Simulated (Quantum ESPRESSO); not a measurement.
## Energy mapping worked by hand: KNiF3

Aim: get Heisenberg couplings of KNiF3 from the energies of collinear orders, with pencil and paper, and test them on an order left out of the fit.

Main program and level: Quantum ESPRESSO 7.5; PBEsol with U = 6 eV on Ni d (ortho-atomic projectors); plane waves with GBRV 1.5 PBEsol potentials, no spin-orbit coupling.

Experimental background.

For KNiF3, cubic perovskite (literature value for the cubic antiferromagnet), “Incipient geometric lattice instability of cubic fluoroperovskites” (2021, arxiv:2110.13026) quotes earlier work: ordering temperature (Neel temperature) 244.8 K.

The database entry behind the starting cell differs from later determinations by our own check (about 0.35 % short), so it need not match the best structure at ambient conditions.

## Step 1: Set-up

It takes space group Pm-3m (No. 221, cubic). The conventional cell has a = 4.000 Å, b = 4.000 Å, c = 4.000 Å, α = 90.00°, β = 90.00°, γ = 90.00°. Nearest to K lie 12 F at 2.83 Å. Ni has 6 F at 2.00 Å nearest. Nearest to F lie 2 Ni at 2.00 Å and 4 K at 2.83 Å. Farther neighbours and most contacts between anions are not listed.

The cell comes from the Crystallography Open Database.

## Step 2: The parallel order

All energies count from this run.

pw.in reads:

```
&CONTROL
  calculation = 'scf'
  prefix = 'pwscf'
  outdir = './tmp'
  pseudo_dir = './pseudo'
  disk_io = 'nowf'
/
&SYSTEM
  ibrav = 0
  celldm(1) = 8
  nat = 5
  ntyp = 3
  ecutwfc = 40
  ecutrho = 280
  nbnd = 34
  occupations = 'smearing'
  smearing = 'fd'
  degauss = 0.00367493
  nspin = 2
  starting_magnetization(1) = 0
  starting_magnetization(2) = 0.1111
  starting_magnetization(3) = 0
/
&ELECTRONS
  conv_thr = 1d-08
  electron_maxstep = 150
  mixing_beta = 0.3
/
ATOMIC_SPECIES
K      39.0983 k_pbesol_v1.4.uspp.F.UPF
Ni     58.6934 ni_pbesol_v1.4.uspp.F.UPF
F      18.9984 f_pbesol_v1.4.uspp.F.UPF
CELL_PARAMETERS alat
   0.9448630623129    0.0000000000000    0.0000000000000
   0.0000000000000    0.9448630623129    0.0000000000000
   0.0000000000000    0.0000000000000    0.9448630623129
ATOMIC_POSITIONS crystal
K       0.0000000000    0.0000000000    0.0000000000
Ni      0.5000000000    0.5000000000    0.5000000000
F       0.5000000000    0.5000000000    0.0000000000
F       0.0000000000    0.5000000000    0.5000000000
F       0.5000000000    0.0000000000    0.5000000000
K_POINTS automatic
6 6 6 0 0 0
HUBBARD {ortho-atomic}
U Ni-3d 6.0000
```

Launch:

```bash
$ OMP_NUM_THREADS=1 mpirun -n 4 pw.x -nk 4 -in pw.in > pw.out
```

The program printed:

```text
Program PWSCF v.7.5 starts
     [... lines left out ...]
     number of atoms/cell      =            5
     [... lines left out ...]
     number of electrons       =        48.00
     number of Kohn-Sham states=           34
     kinetic-energy cutoff     =      40.0000  Ry
     charge density cutoff     =     280.0000  Ry
     scf convergence threshold =      1.0E-08
     [... lines left out ...]
     48 Sym. Ops., with inversion, found
     [... lines left out ...]
     number of k points=    20  Fermi-Dirac smearing, width (Ry)=  0.0037
     [... lines left out ...]
     iteration # 13     ecut=    40.00 Ry     beta= 0.30
     [... lines left out ...]
     Magnetic moment per site  (integrated on atomic sphere of radius R)
     atom   1 (R=0.276)  charge=  7.6179  magn= -0.0006
     atom   2 (R=0.195)  charge= 15.3739  magn=  1.7714
     atom   3 (R=0.195)  charge=  6.5148  magn=  0.0519
     atom   4 (R=0.195)  charge=  6.5148  magn=  0.0519
     atom   5 (R=0.195)  charge=  6.5148  magn=  0.0519
     [... lines left out ...]
     Tr[ns(  2)] (up, down, total) =   4.98761  3.16789  8.15549
     [... lines left out ...]
     the Fermi energy is     6.9195 ev
!    total energy              =    -545.79378009 Ry
     estimated scf accuracy    <          2.4E-10 Ry
     smearing contrib. (-TS)   =       0.00000000 Ry
     [... lines left out ...]
     total magnetization       =     2.00 Bohr mag/cell
     absolute magnetization    =     2.03 Bohr mag/cell
     convergence has been achieved in  13 iterations
   JOB DONE.
```

Elapsed: 12 s, on 4 MPI ranks of Arm Neoverse V2, shared host; peak memory 0.43 GiB; 46 s of CPU time.

Spin moment in the atom's sphere by atom:

```
atom  spin moment in the atom's sphere (μB)
  K1                                   0.00
 Ni2                                   1.77
  F3                                   0.05
  F4                                   0.05
  F5                                   0.05
```

This step gave:

| Quantity | Value |
| --- | --- |
| smearing term TS | 0 eV |
| magnetization | 2 μB |
| absolute magnetization | 2.027 μB |
| final state | ferromagnetic |

## Step 3: The orders used for the fit

The other orders were run with the same settings, on meshes that hold the same points. Free energies are divided by the number of Ni atoms; q is in fractions of the reciprocal vectors of the first run's cell.

| order | atoms | mesh | free energy (eV) | eV per Ni | largest moment (μB) |
| --- | --- | --- | --- | --- | --- |
| F + | 5 | 6×6×6 | -7425.9027 | -7425.9027 | 1.77 |
| AF q=(0,1/2,1/2) +- | 10 | 6×3×6 | -14851.9058 | -7425.9529 | 1.75 |

## Step 4: Counting neighbours

With E = −Σ J e_i·e_j over ordered pairs of unit vectors, turning a neighbour from parallel to opposed costs 2J a Ni atom. So an order lies 2 Σ n J over the parallel one, n being the opposed neighbours in each shell.

| shell | distance (Å) | neighbours | opposed in AF q=(0,1/2,1/2) +- | opposed in AF q=(1/2,1/2,1/2) +- |
| --- | --- | --- | --- | --- |
| J1 | 4.00 | 6 | 4 | 6 |
| J2 | 5.66 | 12 | 8 | 0 |

Only J1 is kept, as an effective coupling that takes up all reversed shells.

## Step 5: Solving

```
2 × 4 × J1 = -50.2 meV    (AF q=(0,1/2,1/2) +-)
J1 = -6.28 meV
```

## Step 6: The test

The couplings now give the orders that were left out:

```
2 × 6 × (-6.28) = -75.4 meV    (AF q=(1/2,1/2,1/2) +-)
```

The runs themselves:

```
                order  atoms   mesh  free energy (eV)   eV per Ni  largest moment (μB)  over the parallel order (meV)  foretold (meV)
AF q=(1/2,1/2,1/2) +-     10  3×6×6       -14851.9508  -7425.9754                 1.73                          -72.7           -75.4
```

## Step 7: Mean-field temperature

```
gain of AF q=(1/2,1/2,1/2) +- over disorder = (6 − 2 × 6) × (-6.28) = 37.7 meV
T = 2 × 37.7 / (3 × 0.08617) = 292 K
```

## Step 8: What came out

| Quantity | Value |
| --- | --- |
| effective J1 (Ni–Ni at 4.00 Å) | -6.28 meV |
| largest miss on the orders left out | 2.7 meV |
| mean-field ordering temperature | 292 K |

The model misses the order left out by 2.7 meV, 3.7 % of the largest energy difference, so it holds on this test. The largest moment changes by 2.1 % between the orders. Shells that were dropped are folded into the couplings or show in the miss. Mean field overstates the temperature of the model, and classical spins understate it for small quantum spins, by up to the factor (S+1)/S.

Comparison with the measured values:

```
                quantity  measured     mean field
ordering temperature (K)     244.8  292 (+19.1 %)
```

Measured values from arxiv:2110.13026 (2021).

How well it matches: The ordering temperature is off by +19.1 %: fair agreement. Mean-field temperatures run high for given couplings and spin length. No cell relaxation is part of this session.

[Logs and program files are shortened in this print: banners, set-up blocks, solver, clock and traceback lines can be left out without a mark of their own.]

[Logs are printed without paths, hosts, clocks, repeated set-up lines and the standing remarks that a program may print on its own settings, such as how far it seeks lower states.]

[Hosts, paths, dates, database ids (printed as entryN), source tags and the programs' standing remarks are cut or masked in the printed files.]

[Where a cell is said to come from a database of computed structures, the database is the Materials Project.]
